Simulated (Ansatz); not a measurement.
**Lattice dynamics of Ca2P (built on the sites of a database entry of Ba2N)**

How does Ca2P (built on the sites of a database entry of Ba2N) vibrate, and is this structure a minimum?

Main program and level: Ansatz 0.2.0; DFT PBEsol, scalar-relativistic, plane waves, norm-conserving pseudopotentials.

The structure was built from a prototype and need not be the compound's stable phase.

### Step 1. The structure

It takes space group R-3m (No. 166, trigonal). The conventional cell has a = 3.515 Å, b = 3.515 Å, c = 19.564 Å, α = 90.00°, β = 90.00°, γ = 120.00°. Nearest to Ca lie 3 P at 2.41 Å. Nearest to P lie 6 Ca at 2.41 Å. Farther neighbours are not listed.

As a file:

```cif
data_structure
_symmetry_space_group_name_H-M 'R-3m:H'
_symmetry_Int_Tables_number 166
_cell_length_a 3.5150
_cell_length_b 3.5150
_cell_length_c 19.5639
_cell_angle_alpha 90.000
_cell_angle_beta 90.000
_cell_angle_gamma 120.000
_cell_volume 209.33
loop_
_atom_site_label
_atom_site_type_symbol
_atom_site_symmetry_multiplicity
_atom_site_Wyckoff_symbol
_atom_site_fract_x
_atom_site_fract_y
_atom_site_fract_z
_atom_site_occupancy
Ca1 Ca 6 c 0.33333 0.66667 0.93314 1
P1 P 3 a 0.00000 0.00000 0.00000 1
```

### Step 2. Coarse relaxation

A rough relaxation comes first, because large forces or stress need no tight tolerances yet.

File input.yaml:

```yaml
crystal:
  lattice:
    - [1.75748, 1.01468, 6.52131]
    - [-1.75748, 1.01468, 6.52131]
    - [0.0, -2.02937, 6.52131]
  atoms:
    - { symbol: Ca, position: [0.26647, 0.26647, 0.26647] }
    - { symbol: Ca, position: [0.73353, 0.73353, 0.73353] }
    - { symbol: P, position: [0.0, 0.0, 0.0] }
kpoints:
  mp_grid: { grid: [6, 6, 6] }
hamiltonian:
  xc: pbesol
  pseudopotentials: { kind: nc }
scf:
  occupations: { method: gaussian, width: 0.1 }
output:
  forces: true
  stress: true
  eigenvalues: true
relax:
  adjacent_minimum: "off"
  f_tol: 0.05
  max_steps: 80
  cell: { stress_tol: 0.5 }
```

Launch:

```sh
$ ansatz run input.yaml --threads 8 --pin off --max-ram 14336MiB --backend cpu --events-out ev --progress --plain --runs-dir out
```

Numbers of over 12 decimals in the logs are rounded to 6 here.

Log:

```text
The last accepted step is kept in <dir> (removed where the run ends without a failure and the disk answers)
[...]
cell:  # Å, volume = 100.4866 Å³
    - [2.072876, 1.196774, 6.751044]
    - [-2.072876, 1.196774, 6.751044]
    - [0, -2.393553, 6.751043]
  atoms:
    - { symbol: Ca, position: [0.261789, 0.261789, 0.261789] }
    - { symbol: Ca, position: [0.738211, 0.738211, 0.738211] }
    - { symbol: P, position: [-6.502440124633757e-19, -6.502440124633752e-19, -6.502405082197371e-19] }
[key lines of the parts left out:]
SCF converged after 5 iterations
Free energy (F): -2294.000038 eV
Fermi energy:    5.243952 eV
P = ⅓ Tr σ = 0.1134 GPa (1.134 kbar)
```

Elapsed: 7.8 s, on 8 threads of Arm Neoverse V2, shared host; peak memory 0.7 GiB; 56 s of CPU time.

Step by step:

```csv
step,energy less that of the first step (eV),largest force component (eV/Å),pressure (GPa),volume (Å³)
1,0.0000,4.7200,33.83,69.78
2,-2.1694,0.4803,10.84,78.71
3,-2.6373,0.2733,5.54,87.34
4,-2.8537,0.0660,1.63,94.90
5,-2.8805,0.0157,0.16,98.49
6*,-2.9248,0.0153,0.70,98.49
7,-2.9304,0.0050,0.11,100.49
8*,-2.9306,0.0048,0.11,100.49
```

Relaxation steps marked * repeat the geometry before them on a plane-wave basis chosen anew for their cell, so energy and pressure can jump there.

The run keeps the 12 symmetry operations that it works with, so distortions that break them were not tested.

```csv
cell as run,before,after,change
a (Å),6.830,7.163,+4.9 %
b (Å),6.830,7.163,+4.9 %
c (Å),6.830,7.163,+4.9 %
α (°),29.82,33.64,+12.8 %
β (°),29.82,33.64,+12.8 %
γ (°),29.82,33.64,+12.8 %
volume (Å³/atom),23.26,33.50,+44.0 %
```

The atoms that moved most (Å, as changes of fractional coordinates times the final cell):

```csv
atom,dx,dy,dz,length
Ca2,0.000,0.000,0.095,0.095
Ca1,0.000,0.000,-0.095,0.095
```

Final coordinates:

```xyz
3
Lattice="2.0729 1.1968 6.7510 -2.0729 1.1968 6.7510 0.0000 -2.3936 6.7510" Properties=species:S:1:pos:R:3 pbc="T T T"
Ca    0.0000    0.0000    5.3020
Ca    0.0000    0.0000   14.9511
P     0.0000    0.0000    0.0000
```

Numbers from this step:

```yaml
pressure: 0.1134 GPa
volume_per_atom: 33.50 Å³
gap_on_the_k_mesh: 0 eV
```

In this step the volume went from 23.26 to 33.50 Å³/atom.

### Step 3. Relaxation

The cell and atoms are relaxed, since residual forces and stress would shift the frequencies.

File input.yaml:

```yaml
crystal:
  lattice:
    - [2.0728758458, 1.1967737022, 6.7510435311]
    - [-2.0728758458, 1.1967737022, 6.7510435311]
    - [0.0, -2.3935525805, 6.7510426135]
  atoms:
    - { symbol: Ca, position: [0.2617885247, 0.2617885247, 0.2617885247] }
    - { symbol: Ca, position: [0.7382114753, 0.7382114753, 0.7382114753] }
    - { symbol: P, position: [0.0, 0.0, 0.0] }
kpoints:
  mp_grid: { grid: [12, 12, 12] }
hamiltonian:
  xc: pbesol
  pseudopotentials: { kind: nc }
scf:
  occupations: { method: gaussian, width: 0.1 }
output:
  forces: true
  stress: true
  eigenvalues: true
  write_density: true
  write_potential: true
  elf: true
  volumetric_format: npy
relax:
  adjacent_minimum: "off"
  f_tol: 0.005
  max_steps: 80
  cell: { stress_tol: 0.05 }
```

Log:

```text
[...]
Crystal: 3 atoms, lattice volume = 100.487 Å³
Basis set: ecut = 925.187132 eV, 6393 PW (Γ), FFT grids on a1−a2, a2, −a2+a3, exchange–correlation on 90×144×90 points (8 copies of the dense FFT grid, shifted against one another)
Bands: 17, of which v1, the nominal top of the filled ones, is band 13 counted from 1 (12 counted from 0)
Symmetry: 12 space group operations
[...]
k-points: 189 of 1728
[...]
SCF iter   1: F=—  HF=-2294.509974 eV  |F-HF|=—  |Δ(HF+E_count)|=         —  Δρ=2.53e-2  dr2=1.74e0  ethr=3.10e-3  ⟨swp⟩=13.4  Hψ=31104  notcnv=0
[...]
SCF iter  10: F=-2293.997325 eV  HF=-2293.997325 eV  |F-HF|=8.51e-9  |Δ(HF+E_count)|=   7.20e-9  Δρ=4.62e-6  dr2=1.92e-8  ethr=4.00e-10  ⟨swp⟩=9.1  Hψ=21516  notcnv=0
SCF 1 converged in 10 iterations: F = -2293.997325 eV  dr2 = 1.92e-8
relax step   1: F+E_penalty+E_count = -2293.99732459 eV  Δ(F+E_penalty+E_count) = +0.000e0 eV  max|allowed force component| = 2.012e-2 eV/Å  Δτ_max = 0.0000 Å  P = +0.111 GPa  Ω = 100.487 Å³  (10 SCF iters, dr2 threshold 1.00e-7 eV, accepted)
Crystal: 3 atoms, lattice volume = 100.481 Å³
Basis set: ecut = 925.187132 eV, 6417 PW (Γ), FFT grids on a1−a2, a2, −a2+a3, exchange–correlation on 90×144×90 points (8 copies of the dense FFT grid, shifted against one another)
[...]
SCF iter   5: F=-2293.997687 eV  HF=-2293.997687 eV  |F-HF|=2.66e-9  |Δ(HF+E_count)|=   2.21e-7  Δρ=5.82e-6  dr2=5.93e-8  ethr=3.48e-10  ⟨swp⟩=12.5  Hψ=30856  notcnv=0
SCF 2 converged in 5 iterations: F = -2293.997687 eV  dr2 = 5.93e-8
relax step   2: F+E_penalty+E_count = -2293.99768652 eV  Δ(F+E_penalty+E_count) = -3.619e-4 eV  max|allowed force component| = 2.544e-2 eV/Å  Δτ_max = 0.0080 Å  P = -0.051 GPa  Ω = 100.481 Å³  energy of the carried Pulay correction = +4.711e-7 eV  (5 SCF iters, dr2 threshold 8.70e-8 eV, accepted)
Crystal: 3 atoms, lattice volume = 100.721 Å³
Basis set: ecut = 925.187132 eV, 6453 PW (Γ), FFT grids on a1−a2, a2, −a2+a3, exchange–correlation on 90×144×90 points (8 copies of the dense FFT grid, shifted against one another)
[...]
SCF iter   6: F=-2293.997662 eV  HF=-2293.997662 eV  |F-HF|=2.30e-9  |Δ(HF+E_count)|=   4.57e-8  Δρ=2.16e-6  dr2=1.02e-8  ethr=1.68e-10  ⟨swp⟩=12.7  Hψ=26096  notcnv=0
SCF 3 converged in 6 iterations: F = -2293.997662 eV  dr2 = 1.02e-8
relax step   3: F+E_penalty+E_count = -2293.99766195 eV  Δ(F+E_penalty+E_count) = +2.457e-5 eV  max|allowed force component| = 1.552e-2 eV/Å  Δτ_max = 0.0059 Å  P = -0.043 GPa  Ω = 100.721 Å³  energy of the carried Pulay correction = -2.035e-5 eV  (6 SCF iters, dr2 threshold 4.20e-8 eV, rejected (line search))
[...]
relax step   4: F+E_penalty+E_count = -2293.99779986 eV  Δ(F+E_penalty+E_count) = -1.133e-4 eV  max|allowed force component| = 1.949e-3 eV/Å  Δτ_max = 0.0026 Å  P = -0.009 GPa  Ω = 100.484 Å³  energy of the carried Pulay correction = +2.473e-7 eV  (9 SCF iters, accepted)
[...]
SCF iter   5: F=-2293.997802 eV  HF=-2293.997802 eV  |F-HF|=3.64e-12  |Δ(HF+E_count)|=  5.46e-12  Δρ=4.44e-8  dr2=4.57e-12  ethr=1.00e-12  ⟨swp⟩=6.5  Hψ=15405  notcnv=0
SCF 5 converged in 5 iterations: F = -2293.997802 eV  dr2 = 4.57e-12
relax step   5: F+E_penalty+E_count = -2293.99780166 eV  Δ(F+E_penalty+E_count) = -1.803e-6 eV  max|allowed force component| = 1.950e-3 eV/Å  Δτ_max = 0.0000 Å  P = -0.009 GPa  Ω = 100.484 Å³  stress off target by 2.94e-2 GPa  SCF on the basis re-selected at this cell (its energy is not comparable with the rows above)  (5 SCF iters)
[...]
SCF converged after 5 iterations
Free energy (F): -2293.997802 eV
[...]
Internal energy: -2293.989010 eV  (E = F + TS)
E sigma→0 (E₀):  -2293.993406 eV
Entropy (-TS):   -0.008792 eV (-2.931 meV/atom)
Fermi energy:    5.209953 eV
[...]
--- Forces (eV/Å), atoms counted from 1 ---
  atom   1  Ca     0.00000000    -0.00000000     0.00194956
  atom   2  Ca     0.00000000     0.00000000    -0.00194956
  atom   3  P      0.00000000     0.00000000    -0.00000000
  max |Σ_I F_I| component: 2.31e-18 eV/Å
--- Stress (GPa, compression-positive) ---
        0.000761       0.000000      -0.000000
        0.000000       0.000761       0.000000
       -0.000000       0.000000      -0.029408
  P = ⅓ Tr σ = -0.0093 GPa (-0.093 kbar)
--- Band table (eV; the first three rows and the last of 189) ---
  k-point 0: bands = [... 9 lower, 2.2016, 3.5613, 3.9704, 3.9704, 7.4742, 7.4742, 7.8397, 8.4256]
  k-point 1: bands = [... 9 lower, 2.2632, 3.4131, 3.9582, 4.0408, 7.3284, 7.5320, 7.8792, 8.1859]
  k-point 2: bands = [... 9 lower, 2.4392, 3.0731, 3.9240, 4.2067, 6.9618, 7.6987, 7.7789, 8.0332]
  k-point 188: bands = [... 9 lower, 1.6567, 3.9895, 3.9895, 4.9941, 6.7318, 7.6022, 7.6022, 7.9939]
--- Relaxed structure (4 steps of the walk, 3 accepted, 1 SCFs on fresh bases) ---
[...]
cell:  # Å, volume = 100.4837 Å³
    - [2.077751, 1.199589, 6.719207]
    - [-2.077751, 1.199589, 6.719207]
    - [0, -2.399182, 6.719206]
  atoms:
    - { symbol: Ca, position: [0.261518, 0.261518, 0.261518] }
    - { symbol: Ca, position: [0.738482, 0.738482, 0.738482] }
    - { symbol: P, position: [0, 0, 0] }
```

Elapsed: 36 s, on 8 threads; peak memory 1.2 GiB.

Step by step:

```csv
step,energy less that of the first step (eV),largest force component (eV/Å),pressure (GPa),volume (Å³)
1,0.0000,0.0201,0.11,100.49
2,-0.0004,0.0254,-0.05,100.48
3,-0.0003,0.0155,-0.04,100.72
4,-0.0005,0.0019,-0.01,100.48
5*,-0.0005,0.0019,-0.01,100.48
```

Relaxation steps marked * repeat the geometry before them on a plane-wave basis chosen anew for their cell, so energy and pressure can jump there. Relaxation step 3 was tried and not accepted.

Forces are held to the 12 operations that the run works with; a distortion that breaks them can't arise in this run.

```csv
"conventional cell, symmetrised",before,after,change
a (Å),4.146,4.156,+0.2 %
b (Å),4.146,4.156,+0.2 %
c (Å),20.253,20.158,-0.5 %
volume (Å³/atom),33.50,33.49,-0.0 %
```

The relaxed structure:

```
Ca P
1.0
     2.07775    1.19959    6.71921
    -2.07775    1.19959    6.71921
     0.00000   -2.39918    6.71921
Ca P
2 1
Direct
  0.26152 0.26152 0.26152
  0.73848 0.73848 0.73848
  0.00000 0.00000 0.00000
```

Numbers from this step:

- pressure: -0.009296 GPa
- volume per atom: 33.49 Å³

ELF in the ac plane of the cell as run, not the conventional one, at fractional y = 0.262, with atoms of Ca within 0.2 Å of it. It is the smooth field of the valence electrons, not physical close to the nuclei.

Ten even steps from '_' (0.04) to '@' (0.87), each cell a mean:
```
==::::--++++::__________..**@@@@@@@@%%**
**==::::--++++--..________==%%@@@@@@@@%%
%%**==::::--++**==..______::**%%@@@@@@@@
@@%%**==::::--++**++--..__..==##%%@@@@@@
@@@@%%**--....--++****--::..::==##%%@@@@
@@@@%%##++::....--++****==::..::==**%%@@
##%%%%%%**==..__..::++****==::....::==**
--++####**==::____..::++****==::______..
__..::==++==::..______::++****--..______
::--....::::::..________::++****--______
++####==..__....________..::++**++..____
==%%@@@@##::______________..--++**==..__
..##@@@@@@%%--____......____..--++**--__
__--%%%%==##%%--__..::::::......--++++::
::__==@@**..##%%::__::======::..::--++++
==..__++%%**==@@##..::++****++--::::--++
++==..__++@@%%@@@@==..==##%%##**==::::--
--++==..__==%%@@@@##..::##%%%%%%**==::::
::--++==..__--##%%##--..++%%@@@@%%**==::
::::--++==::__..==++::__--##@@@@@@%%**==
```
Columns run along a (7.1 Å), rows up along c (7.1 Å). Atoms in or near the plane, at fractional coordinates: Ca at (0.26, 0.26).

Electrostatic potential energy in the ac plane of the cell as run, not the conventional one, at fractional y = 0.262, with atoms of Ca within 0.2 Å of it. With pseudopotentials it is smooth inside the atoms' cores, unlike the true potential.

Ten even steps from '0' (-70 eV) to '9' (8 eV), each cell a mean:
```
99999999999999998999
99999999999999998899
99999999999999999889
99999999999999999988
99999999999999999999
99999999999999999999
99999999999999999999
99999999999999999999
99999999999999999999
88899999999999999999
87789999999999999999
86436899999999999999
97301589999999999999
98600048999999999999
99840005899999999999
99984001699999999999
99998400389999999999
99999863478999999999
99999987678999999999
99999999888999999999
```
Columns run along a (7.1 Å; values clipped at the 3rd and 97th percentile), rows up along c (7.1 Å). Atoms in or near the plane, at fractional coordinates: Ca at (0.26, 0.26).

Valence density in the ac plane of the cell as run, not the conventional one, at fractional y = 0.262, with atoms of Ca within 0.2 Å of it. It is the smooth field of the valence electrons, not physical close to the nuclei.

Ten steps, logarithmic in the rise over the least value, from '0' (0.0 e/Å³) to '9' (4.7 e/Å³), each cell a mean:
```
11000000122223445443
31100000001112345544
32100000000001234554
43210000000000123455
44321000000000012344
44321000000000001234
33322100000000000123
33322100000000000012
33222110000000000012
44322110000000000012
46653110000000000002
46887411000000000001
25899841100000000000
03799984111100000000
01489898411111000000
00158999732222110000
00015899852222221000
00001478863233332110
00000135664333443211
10000002444333444331
```
Columns run along a (7.1 Å), rows up along c (7.1 Å). Atoms in or near the plane, at fractional coordinates: Ca at (0.26, 0.26).

In this step the volume went from 33.50 to 33.49 Å³/atom.

### Step 4. Relaxing to small forces for the phonons

Phonons need a cell at rest on their own settings, so the relaxation is repeated with tight tolerances on forces and stress on the k mesh and occupations of the first response run.

File input.yaml:

```yaml
crystal:
  lattice:
    - [2.0777514129, 1.1995886203, 6.7192073695]
    - [-2.0777514129, 1.1995886203, 6.7192073695]
    - [0.0, -2.3991823923, 6.7192064498]
  atoms:
    - { symbol: Ca, position: [0.2615184469, 0.2615184469, 0.2615184469] }
    - { symbol: Ca, position: [0.7384815531, 0.7384815531, 0.7384815531] }
    - { symbol: P, position: [0.0, 0.0, 0.0] }
kpoints:
  mp_grid: { grid: [12, 12, 12] }
hamiltonian:
  xc: pbesol
  pseudopotentials: { kind: nc }
scf:
  occupations: { method: methfessel_paxton, width: 0.2 }
output:
  forces: true
  stress: true
  eigenvalues: true
relax:
  adjacent_minimum: "off"
  f_tol: 0.001
  max_steps: 60
  cell: { stress_tol: 0.01 }
```

Log:

```text
[...]
Crystal: 3 atoms, lattice volume = 100.484 Å³
Basis set: ecut = 925.187132 eV, 6417 PW (Γ), FFT grids on a1−a3, a2−a3, a3, exchange–correlation on 90×90×144 points (8 copies of the dense FFT grid, shifted against one another)
Bands: 17, of which v1, the nominal top of the filled ones, is band 13 counted from 1 (12 counted from 0)
Symmetry: 12 space group operations
[...]
--- Relaxed structure (3 steps of the walk, 2 accepted, 1 SCFs on fresh bases) ---
[...]
cell:  # Å, volume = 100.4712 Å³
    - [2.077717, 1.199569, 6.718590]
    - [-2.077717, 1.199569, 6.718590]
    - [0, -2.399143, 6.718589]
  atoms:
    - { symbol: Ca, position: [0.261525, 0.261525, 0.261525] }
    - { symbol: Ca, position: [0.738475, 0.738475, 0.738475] }
    - { symbol: P, position: [0, 0, 0] }
[key lines of the parts left out:]
SCF converged after 10 iterations
Free energy (F): -2293.993014 eV
Fermi energy:    5.212268 eV
P = ⅓ Tr σ = -0.0014 GPa (-0.014 kbar)
```

Run time: 28 s. Hardware: 8 threads; peak memory 1.2 GiB.

Little changed from the start: no atom moved by 0.005 Å and no cell edge by 0.1 %.

Numbers from this step:

```yaml
pressure: -0.001420 GPa
```

The largest force component left is 0.054 meV/Å and the pressure is -0.001 GPa, within the tolerances set. The cell now holds 33.49 Å³/atom.

[end of part 1 of 2]

[Logs are printed without paths, hosts, clocks, repeated set-up lines and the standing remarks that a program may print on its own settings, such as how far it seeks lower states.]

[Hosts, paths, dates, database ids (printed as entryN), source tags and the programs' standing remarks are cut or masked in the printed files.]
